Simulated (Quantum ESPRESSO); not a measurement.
# BaMn2Sb2: parallel and opposed starts

Wanted: the moments of BaMn2Sb2 and the energy of each order that was tried.

Program: Quantum ESPRESSO 7.5. Level of theory: PBEsol; plane waves with GBRV 1.5 PBEsol potentials, no spin-orbit coupling. Results are calculated unless marked as measured.

Most raw output is cut from this account.

## (1) Starting point

It takes space group I4/mmm (No. 139, tetragonal). Conventional cell: a = 4.530 Å, b = 4.530 Å, c = 12.944 Å, α = 90.00°, β = 90.00°, γ = 90.00°. Nearest to Ba lie 8 Sb at 3.66 Å and 8 Mn at 3.95 Å. Mn has 4 Sb at 2.70 Å and 4 Mn at 3.20 Å and 4 Ba at 3.95 Å nearest. Nearest to Sb lie 4 Mn at 2.70 Å and 1 Sb at 3.53 Å and 4 Ba at 3.66 Å. Farther neighbours are not listed.

Structure file:

```cif
data_structure
_symmetry_space_group_name_H-M 'P 1'
_symmetry_Int_Tables_number 1
_cell_length_a 7.2213
_cell_length_b 7.2213
_cell_length_c 7.2213
_cell_angle_alpha 143.438
_cell_angle_beta 143.438
_cell_angle_gamma 52.668
_cell_volume 132.83
loop_
_atom_site_label
_atom_site_type_symbol
_atom_site_fract_x
_atom_site_fract_y
_atom_site_fract_z
_atom_site_occupancy
Ba1 Ba 0.00000 0.00000 0.00000 1
Mn2 Mn 0.75000 0.25000 0.50000 1
Mn3 Mn 0.25000 0.75000 0.50000 1
Sb4 Sb 0.63623 0.63623 0.00000 1
Sb5 Sb 0.36377 0.36377 0.00000 1
```

The cell comes from Materials Project 2023-11-01, a database of computed structures, and need not be the stable phase.

## (2) Start 1: ferro ++

The signs are those of the starting moments on the seeded atoms, the atoms that are given a moment.

Contents of pw.in:

```
&CONTROL
  calculation = 'scf'
  prefix = 'pwscf'
  outdir = './tmp'
  pseudo_dir = './pseudo'
  disk_io = 'nowf'
/
&SYSTEM
  ibrav = 0
  nat = 5
  ntyp = 3
  ecutwfc = 40
  ecutrho = 280
  nbnd = 49
  occupations = 'smearing'
  smearing = 'fd'
  degauss = 0.00734986
  nspin = 2
  starting_magnetization(1) = 0
  starting_magnetization(2) = 0.2333
  starting_magnetization(3) = 0
/
&ELECTRONS
  conv_thr = 1d-08
  electron_maxstep = 150
  mixing_beta = 0.3
/
ATOMIC_SPECIES
Ba    137.3270 ba_pbesol_v1.uspp.F.UPF
Mn     54.9380 mn_pbesol_v1.5.uspp.F.UPF
Sb    121.7600 sb_pbesol_v1.4.uspp.F.UPF
CELL_PARAMETERS angstrom
  -2.2651530000    2.2651530000    6.4719120000
   2.2651530000   -2.2651530000    6.4719120000
   2.2651530000    2.2651530000   -6.4719120000
ATOMIC_POSITIONS crystal
Ba      0.0000000000    0.0000000000    0.0000000000
Mn      0.7500000000    0.2500000000    0.5000000000
Mn      0.2500000000    0.7500000000    0.5000000000
Sb      0.6362330000    0.6362330000    0.0000000000
Sb      0.3637670000    0.3637670000    0.0000000000
K_POINTS automatic
8 8 8 0 0 0
```

Launch:

```sh
$ OMP_NUM_THREADS=1 mpirun -n 4 pw.x -nk 4 -in pw.in > pw.out
```

It took 4.6 min on 4 MPI ranks of Arm Neoverse V2, shared host; peak memory 1.3 GiB; 18 min of CPU time.

Spin moment in the atom's sphere by atom:

| atom | spin moment in the atom's sphere (μB) |
| --- | --- |
| Ba1 | 0.04 |
| Mn2 | 3.61 |
| Mn3 | 3.61 |
| Sb4 | -0.05 |
| Sb5 | -0.05 |

Numbers from this step:

```
smearing term TS       : 0.1473 eV
magnetization          : 7.675 μB
absolute magnetization : 8.079 μB
final state            : ferromagnetic
```

## (3) Start 2: antiferro q=(1/2,1/2,1/2) +−−+

The cell is doubled to 10 atoms to hold this order. The wavevector q is in fractions of the reciprocal vectors of the crystal's primitive cell, as the cells of these inputs are built from it; moments change sign between cells as cos(2π q·R).

Contents of pw.in:

```
&CONTROL
  calculation = 'scf'
  prefix = 'pwscf'
  outdir = './tmp'
  pseudo_dir = './pseudo'
  disk_io = 'nowf'
/
&SYSTEM
  ibrav = 0
  nat = 10
  ntyp = 4
  ecutwfc = 40
  ecutrho = 280
  nbnd = 86
  occupations = 'smearing'
  smearing = 'fd'
  degauss = 0.00734986
  nspin = 2
  starting_magnetization(1) = 0
  starting_magnetization(2) = 0.2333
  starting_magnetization(3) = -0.2333
  starting_magnetization(4) = 0
/
&ELECTRONS
  conv_thr = 2d-08
  electron_maxstep = 150
  mixing_beta = 0.3
/
ATOMIC_SPECIES
Ba    137.3270 ba_pbesol_v1.uspp.F.UPF
Mn1    54.9380 mn_pbesol_v1.5.uspp.F.UPF
Mn2    54.9380 mn_pbesol_v1.5.uspp.F.UPF
Sb    121.7600 sb_pbesol_v1.4.uspp.F.UPF
CELL_PARAMETERS angstrom
  -4.5303060000    4.5303060000   12.9438240000
   0.0000000000    0.0000000000   12.9438240000
   0.0000000000    4.5303060000    0.0000000000
ATOMIC_POSITIONS crystal
Ba      0.0000000000    0.0000000000    0.0000000000
Ba      0.5000000000    0.0000000000    0.0000000000
Mn1     0.0000000000    0.2500000000    0.5000000000
Mn2     0.5000000000    0.2500000000    0.5000000000
Mn2     0.5000000000    0.7500000000    0.5000000000
Mn1     0.0000000000    0.7500000000    0.5000000000
Sb      0.0000000000    0.6362330000    0.0000000000
Sb      0.5000000000    0.6362330000    0.0000000000
Sb      0.0000000000    0.3637670000    0.0000000000
Sb      0.5000000000    0.3637670000    0.0000000000
K_POINTS automatic
4 8 8 0 0 0
```

Elapsed: 15 min, on 4 MPI ranks; peak memory 2.4 GiB.

Spin moment in the atom's sphere by atom:

| atom | spin moment in the atom's sphere (μB) |
| --- | --- |
| Ba1 | 0.00 |
| Ba2 | 0.00 |
| Mn3 | 3.65 |
| Mn4 | -3.65 |
| Mn5 | -3.65 |
| Mn6 | 3.65 |
| Sb7 | 0.00 |
| Sb8 | 0.00 |
| Sb9 | 0.00 |
| Sb10 | 0.00 |

Read from the output:

| Quantity | Value |
| --- | --- |
| smearing term TS | 0.1717 eV |
| magnetization | 0 μB |
| absolute magnetization | 16.25 μB |
| final state | antiferromagnetic |

## (4) Start 3: antiferro +−

Contents of pw.in:

```
&CONTROL
  calculation = 'scf'
  prefix = 'pwscf'
  outdir = './tmp'
  pseudo_dir = './pseudo'
  disk_io = 'nowf'
/
&SYSTEM
  ibrav = 0
  nat = 5
  ntyp = 4
  ecutwfc = 40
  ecutrho = 280
  nbnd = 45
  occupations = 'smearing'
  smearing = 'fd'
  degauss = 0.00734986
  nspin = 2
  starting_magnetization(1) = 0
  starting_magnetization(2) = 0.2333
  starting_magnetization(3) = -0.2333
  starting_magnetization(4) = 0
/
&ELECTRONS
  conv_thr = 1d-08
  electron_maxstep = 150
  mixing_beta = 0.3
/
ATOMIC_SPECIES
Ba    137.3270 ba_pbesol_v1.uspp.F.UPF
Mn1    54.9380 mn_pbesol_v1.5.uspp.F.UPF
Mn2    54.9380 mn_pbesol_v1.5.uspp.F.UPF
Sb    121.7600 sb_pbesol_v1.4.uspp.F.UPF
CELL_PARAMETERS angstrom
  -2.2651530000    2.2651530000    6.4719120000
   2.2651530000   -2.2651530000    6.4719120000
   2.2651530000    2.2651530000   -6.4719120000
ATOMIC_POSITIONS crystal
Ba      0.0000000000    0.0000000000    0.0000000000
Mn1     0.7500000000    0.2500000000    0.5000000000
Mn2     0.2500000000    0.7500000000    0.5000000000
Sb      0.6362330000    0.6362330000    0.0000000000
Sb      0.3637670000    0.3637670000    0.0000000000
K_POINTS automatic
8 8 8 0 0 0
```

Elapsed: 4.5 min, on 4 MPI ranks; peak memory 1.3 GiB; 18 min of CPU time.

Spin moment in the atom's sphere by atom:

| atom | spin moment in the atom's sphere (μB) |
| --- | --- |
| Ba1 | 0.00 |
| Mn2 | 3.67 |
| Mn3 | -3.67 |
| Sb4 | 0.00 |
| Sb5 | 0.00 |

Numbers from this step:

```yaml
smearing_term_ts: 0.04085 eV
magnetization: 0 μB
absolute_magnetization: 8.201 μB
final_state: antiferromagnetic
```

## (5) Run 4, typed as no spin polarisation

Contents of pw.in:

```
&CONTROL
  calculation = 'scf'
  prefix = 'pwscf'
  outdir = './tmp'
  pseudo_dir = './pseudo'
  disk_io = 'nowf'
/
&SYSTEM
  ibrav = 0
  nat = 5
  ntyp = 3
  ecutwfc = 40
  ecutrho = 280
  nbnd = 45
  occupations = 'smearing'
  smearing = 'fd'
  degauss = 0.00734986
/
&ELECTRONS
  conv_thr = 1d-08
  electron_maxstep = 150
  mixing_beta = 0.3
/
ATOMIC_SPECIES
Ba    137.3270 ba_pbesol_v1.uspp.F.UPF
Mn     54.9380 mn_pbesol_v1.5.uspp.F.UPF
Sb    121.7600 sb_pbesol_v1.4.uspp.F.UPF
CELL_PARAMETERS angstrom
  -2.2651530000    2.2651530000    6.4719120000
   2.2651530000   -2.2651530000    6.4719120000
   2.2651530000    2.2651530000   -6.4719120000
ATOMIC_POSITIONS crystal
Ba      0.0000000000    0.0000000000    0.0000000000
Mn      0.7500000000    0.2500000000    0.5000000000
Mn      0.2500000000    0.7500000000    0.5000000000
Sb      0.6362330000    0.6362330000    0.0000000000
Sb      0.3637670000    0.3637670000    0.0000000000
K_POINTS automatic
8 8 8 0 0 0
```

The job ended after 2.1 min (4 MPI ranks; peak memory 0.94 GiB; 8.3 min of CPU time).

Numbers from this step:

```
smearing term TS : 0.3513 eV
final state      : non-magnetic (no spin polarisation)
```

## (6) Ranking

An order is kept where moments of 0.15 μB or more survive with the typed signs; meshes match where a doubled cell samples the same k points as the first cell.

Orders:

| start | final state | typed order kept | energy over the lowest (meV a seeded atom) | largest site moment (μB) | net moment (μB a cell of the first run) | mesh matched | CPU time (s) |
| --- | --- | --- | --- | --- | --- | --- | --- |
| ferro ++ | ferromagnetic | yes | 210.5 | 3.605 | 7.675 | yes | 1101 |
| antiferro q=(1/2,1/2,1/2) +--+ | antiferromagnetic | yes | 19.74 | 3.651 | 0 | yes | 3556 |
| antiferro +- | antiferromagnetic | yes | 0 | 3.669 | 0 | yes | 1072 |
| no spin polarisation | non-magnetic | - | 1136 | 0 | 0 | yes | 497.7 |

## (7) What came out

```json
{"lowest state found": "antiferromagnetic (from antiferro +-)", "largest site moment": "3.67 μB", "next state with moments": "antiferromagnetic, 19.7 meV a seeded atom higher", "state without moments": "1136 meV a seeded atom higher"}
```

What this shows: Forming the moments gains more than four times the spread of the orders, as local moments do. The smearing terms TS of the orders run from 20 to 74 meV a seeded atom, so the differences would change at a smaller width: an order with a larger TS is lowered more by the smearing. This is the lowest of 4 collinear or spinless starts, no proof of the ground state. Energies are free energies at an electronic temperature of 1160 K, which lowers moments and differences where the moments are itinerant.

[Logs and program files are shortened in this print: banners, set-up blocks, solver, clock and traceback lines can be left out without a mark of their own.]

[Logs are printed without paths, hosts, clocks, repeated set-up lines and the standing remarks that a program may print on its own settings, such as how far it seeks lower states.]

[Hosts, paths, dates, database ids (printed as entryN), source tags and the programs' standing remarks are cut or masked in the printed files.]

[Where a cell is said to come from a database of computed structures, the database is the Materials Project.]
